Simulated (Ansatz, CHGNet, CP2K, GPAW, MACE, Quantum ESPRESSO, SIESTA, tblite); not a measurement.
# Glassy 86SiO2-5SrO-5ZnO-5MgO (mol %) (63 atoms) in CP2K, part 2 of 2

How do the settings of CP2K change the result for glassy 86SiO2-5SrO-5ZnO-5MgO (mol %) (63 atoms)? A plane-wave run serves as the yardstick.

Program: CP2K 2026.2; the method stands at each step. Banners, paths, timers and routine set-up lines are dropped from the logs unmarked, and long logs keep their key lines alone; longer cuts are marked.

So far. Step 2 (PBE, DZVP-MOLOPT-SR, 1200/50 Ry, diagonalisation): Forces lie 5.5 % from the reference's, at 0.60 times its CPU time. Step 3 (PBE, DZVP-MOLOPT-SR, 1200/50 Ry, TRS4 filter 1e-03, SCF …): Against the first run (5.5 %), the force difference from the reference is 12 %, at 0.67 times the CPU time (9 SCF steps against 14).

## Step 4: PBE, DZVP-MOLOPT-SR, 420/50 Ry, diagonalisation

Method: Kohn-Sham DFT, PBE, GTH-PBE pseudopotentials, Gaussian and plane waves, DZVP-MOLOPT-SR-GTH, diagonalisation.

The input, input.inp:

```
&GLOBAL
  PROJECT cell
  RUN_TYPE ENERGY_FORCE
  PRINT_LEVEL LOW
&END GLOBAL
&FORCE_EVAL
  METHOD QS
  STRESS_TENSOR ANALYTICAL
  &DFT
    BASIS_SET_FILE_NAME BASIS_MOLOPT
    POTENTIAL_FILE_NAME GTH_POTENTIALS
    &MGRID
      CUTOFF 420
      REL_CUTOFF 50
    &END MGRID
    &QS
      EPS_DEFAULT 1.0E-12
    &END QS
    &SCF
      SCF_GUESS ATOMIC
      EPS_SCF 5.0E-06
      MAX_SCF 200
      ADDED_MOS 14
      &DIAGONALIZATION
        ALGORITHM STANDARD
      &END DIAGONALIZATION
      &SMEAR ON
        METHOD FERMI_DIRAC
        ELECTRONIC_TEMPERATURE [K] 580
      &END SMEAR
      &MIXING
        METHOD BROYDEN_MIXING
        ALPHA 0.3
        NBROYDEN 12
      &END MIXING
      &PRINT
        &RESTART OFF
        &END RESTART
      &END PRINT
    &END SCF
    &XC
      &XC_FUNCTIONAL PBE
      &END XC_FUNCTIONAL
    &END XC
    &PRINT
      &MULLIKEN ON
      &END MULLIKEN
      &HIRSHFELD ON
        SHAPE_FUNCTION DENSITY
      &END HIRSHFELD
      &MO ON
        EIGENVALUES T
        OCCUPATION_NUMBERS T
        MO_INDEX_RANGE 166 189
        &EACH
          QS_SCF 0
        &END EACH
        ADD_LAST NUMERIC
      &END MO
    &END PRINT
  &END DFT
  &SUBSYS
    &CELL
      A 9.65803 0.00000 0.00000
      B 0.00000 9.65803 0.00000
      C 0.00000 0.00000 9.65803
    &END CELL
    &TOPOLOGY
      COORD_FILE_NAME structure.xyz
      COORD_FILE_FORMAT XYZ
    &END TOPOLOGY
    &KIND Si
      BASIS_SET DZVP-MOLOPT-SR-GTH-q4
      POTENTIAL GTH-PBE-q4
    &END KIND
    &KIND Sr
      BASIS_SET DZVP-MOLOPT-SR-GTH-q10
      POTENTIAL GTH-PBE-q10
    &END KIND
    &KIND Zn
      BASIS_SET DZVP-MOLOPT-SR-GTH-q12
      POTENTIAL GTH-PBE-q12
    &END KIND
    &KIND Mg
      BASIS_SET DZVP-MOLOPT-SR-GTH-q10
      POTENTIAL GTH-PBE-q10
    &END KIND
    &KIND O
      BASIS_SET DZVP-MOLOPT-SR-GTH-q6
      POTENTIAL GTH-PBE-q6
    &END KIND
  &END SUBSYS
  &PRINT
    &FORCES ON
    &END FORCES
    &STRESS_TENSOR ON
    &END STRESS_TENSOR
  &END PRINT
&END FORCE_EVAL
```

The input, structure.xyz:

```xyz
63

[... 63 atom lines left out: the same atoms as in the first run ...]
```

Run with:

```console
OMP_NUM_THREADS=2 cp2k.psmp -i input.inp > output.txt
```

Numbers of over 12 decimals in the logs are rounded to 6 here.

The log of the run:

```text
CP2K| version string:                                       CP2K version 2026.2
 CP2K| Input file name                                                 input.inp
 GLOBAL| Basis set file name                                        BASIS_MOLOPT
 GLOBAL| Potential file name                                      GTH_POTENTIALS
 GLOBAL| Run type                                                   ENERGY_FORCE
 GLOBAL| Total number of message passing processes                             1
 GLOBAL| Number of threads for this process                                    2
[... lines left out ...]
                        Smear method:                                FERMI_DIRAC
[... lines left out ...]
 Number of electrons:                                                        354
[... lines left out ...]
  Step     Update method      Time    Convergence         Total energy    Change
[... lines left out ...]
  *** SCF run converged in    14 steps ***
[... lines left out ...]
  Fermi energy:                                                 0.146877
  Total energy:                                              -889.302309
  Total energy (extrapolated to T->0):                       -889.302309
[... lines left out ...]
 MO| E(Fermi):            0.146877 a.u.          3.996732 eV
[... lines left out ...]
     63       O      5       6.000          6.260                        -0.260
  Total Charge                                                            0.000
 !-----------------------------------------------------------------------------!
 ENERGY| Total FORCE_EVAL ( QS ) energy [hartree]           -889.302354
 FORCES| Atomic forces [hartree/bohr]
 FORCES|   Atom     x               y               z               |f|
 FORCES|      1  1.32504455E-02 -6.71760988E-03 -5.95577741E-02   6.13826444E-02
 FORCES|      2 -6.09629875E-02 -1.15002621E-01 -1.63953565E-02   1.31190306E-01
 FORCES|      3 -8.72861309E-02  4.36004359E-02  9.21217177E-02   1.34187472E-01
[...]
FORCES|     62 -3.29899700E-02 -1.82492777E-02  1.34322961E-02   4.00225041E-02
 FORCES|     63 -3.15010011E-02  2.69588184E-03  9.16313017E-03   3.29172265E-02
 FORCES| Sum     8.28746947E-02 -8.53420178E-02 -1.00510220E-02
 FORCES| Total atomic force                                       1.19383827E-01
 STRESS| Analytical stress tensor [bar]
 STRESS|                        x                   y                   z
 STRESS|      x        5.44735936415E+04   1.00889772064E+04   6.60588063076E+03
 STRESS|      y        1.00889772064E+04   6.15372264270E+04  -2.99191842293E+03
 STRESS|      z        6.60588063076E+03  -2.99191842293E+03   5.10226069180E+04
 STRESS| 1/3 Trace                                             5.56778089955E+04
```

Elapsed: 64 s, on 2 threads of Arm Neoverse V1, shared host; peak memory 1.6 GiB.

Numbers from this run, and their distance from the reference:

```
r.m.s. force component                           : 2.638 eV/Å
r.m.s. difference of force components            : 463 meV/Å
longest difference of force vectors              : 5947 meV/Å
force difference over r.m.s. force               : 17.26 %
slope of forces against the reference's          : 0.9687
correlation of force components                  : 0.985
gap (highest filled to lowest empty level) : 2.429 eV
gap difference                                   : -0.0429 eV
pressure                                         : 5.568 GPa
pressure difference                              : -0.2292 GPa
energy less the same-level run's                 : -1.877 meV/atom
r.m.s. force difference from the same-level run  : 426.2 meV/Å
```

This is a coarse setting, run to see what it loses.

Against the first run (5.5 %), the force difference from the reference is 17 %, at 0.51 times the CPU time: the grid matters here.

The difference per atom is largest on Mg (5.9 eV/Å on average, against 0.31 on Si). The forces add up to 6.1 eV/Å instead of zero, usually a sign of too coarse a grid.

## Step 5: All runs compared

Differences are against the plane-wave reference, forces as r.m.s. over components; share is that over the reference's r.m.s. force, slope the least-squares factor from reference forces to these. Total energies of different programs have different zeros and aren't compared.

```
                                                                        run  Δ force, r.m.s. (meV/Å)  share (%)  slope  Δ pressure (GPa)  Δ gap (eV)  cores  CPU time  memory (GiB)
                                                                  reference                        -          -      -                 -           -      2   6.6 min           2.6
                      CP2K PBE, DZVP-MOLOPT-SR, 1200/50 Ry, diagonalisation                      148       5.53  0.972            -0.232     -0.0302      2     4 min           8.0
CP2K PBE, DZVP-MOLOPT-SR, 1200/50 Ry, TRS4 filter 1e-03, SCF 1e-04 (coarse)                      330       12.3  0.958             0.453           -      2   2.7 min           3.6
              CP2K PBE, DZVP-MOLOPT-SR, 420/50 Ry, diagonalisation (coarse)                      463       17.3  0.969            -0.229     -0.0429      2     2 min           1.6
```

Rows marked coarse were listed beforehand as settings not expected to be converged; some can still land near the reference.

CPU time is summed over cores on a shared host, where runs went side by side, so it is rough. Symmetry, cutoffs, thresholds, outputs and thread counts weren't matched or tuned between programs; memory under MPI is the largest rank's times the ranks.

Within one program, basis, potentials and functional, energies share a zero. Each run against its twin at the usual cutoff or grid and solver:

```
                                                               run                                         twin  Δ energy (meV/atom)  Δ force, r.m.s. (meV/Å)  CPU time over the twin's
CP2K PBE, DZVP-MOLOPT-SR, 1200/50 Ry, TRS4 filter 1e-03, SCF 1e-04  DZVP-MOLOPT-SR, 1200/50 Ry, diagonalisation                 61.0                      329                      0.67
              CP2K PBE, DZVP-MOLOPT-SR, 420/50 Ry, diagonalisation  DZVP-MOLOPT-SR, 1200/50 Ry, diagonalisation                -1.88                      426                      0.51
```

A second geometry, displaced anew (every atom was moved at random, 0.08 Å r.m.s. a Cartesian component), gives an energy difference that all programs can be tested on. The reference puts it at 218.8 meV/atom.

```
                                                               run  energy less the first geometry's (meV/atom)  error (meV/atom)  force share at the second geometry (%)
             CP2K PBE, DZVP-MOLOPT-SR, 1200/50 Ry, diagonalisation                                        212.0             -6.83                                    5.43
CP2K PBE, DZVP-MOLOPT-SR, 1200/50 Ry, TRS4 filter 1e-03, SCF 1e-04                                        237.9              19.0                                    11.8
              CP2K PBE, DZVP-MOLOPT-SR, 420/50 Ry, diagonalisation                                        210.8             -8.06                                    11.7
```

Further runs of this program without a result: CP2K GFN1-xTB, diagonalisation (not converged).

## Step 6: Results

```yaml
nearest_in_forces: CP2K PBE, DZVP-MOLOPT-SR, 1200/50 Ry, diagonalisation, 5.5 %
its_cpu_time: 4 min
```

What this shows: The PBE run in local orbitals, coarse settings apart, differs by 5.5 % (CP2K PBE, DZVP-MOLOPT-SR, 1200/50 Ry, diagonalisation); basis, grid and potentials can all enter. Runs with settings chosen to be coarse differ by 12 % (CP2K PBE, DZVP-MOLOPT-SR, 1200/50 Ry, TRS4 filter 1e-03, SCF 1e-04) to 17 % (CP2K PBE, DZVP-MOLOPT-SR, 420/50 Ry, diagonalisation), their programs' other errors included. Of the electronic-structure runs that take under half the reference's CPU time, CP2K PBE, DZVP-MOLOPT-SR, 1200/50 Ry, TRS4 filter 1e-03, SCF 1e-04 comes nearest, at 12 % in 2.7 min against 6.6 min. At the same functional, gaps differ from the reference's 2.47 eV by between -0.04 and -0.03 eV. The energy difference between the two geometries, 219 meV/atom in the reference, is met best by CP2K PBE, DZVP-MOLOPT-SR, 1200/50 Ry, diagonalisation (-6.83) and worst by CP2K PBE, DZVP-MOLOPT-SR, 1200/50 Ry, TRS4 filter 1e-03, SCF 1e-04 (coarse) (+19). Forces of 2.7 eV/Å r.m.s. are well above thermal ones: they come largely from the bond lengths of the classical model and from the random displacements, and they dominate the comparison. The reference's pressure holds the uncorrected Pulay stress of its 60 Ry basis, so small pressure differences, and their order, may be the reference's own error. The quench rate of 50 K/ps is many orders above laboratory rates, so the cell is likely richer in defects and strain than a real sample. The network of bonds at the start is that of the classical potential that made the cell, and needn't be the one that DFT or experiment would give. The electronic-structure runs sample only Γ, in a cell whose shortest periodic width is 10 Å.

[Also dropped from logs without a mark: logging warnings of Python, and SIESTA's first energy breakdown and zero terms.]

[Logs are printed without paths, hosts, clocks, repeated set-up lines and the standing remarks that a program may print on its own settings, such as how far it seeks lower states.]

[Hosts, paths, dates, database ids (printed as entryN), source tags and the programs' standing remarks are cut or masked in the printed files.]
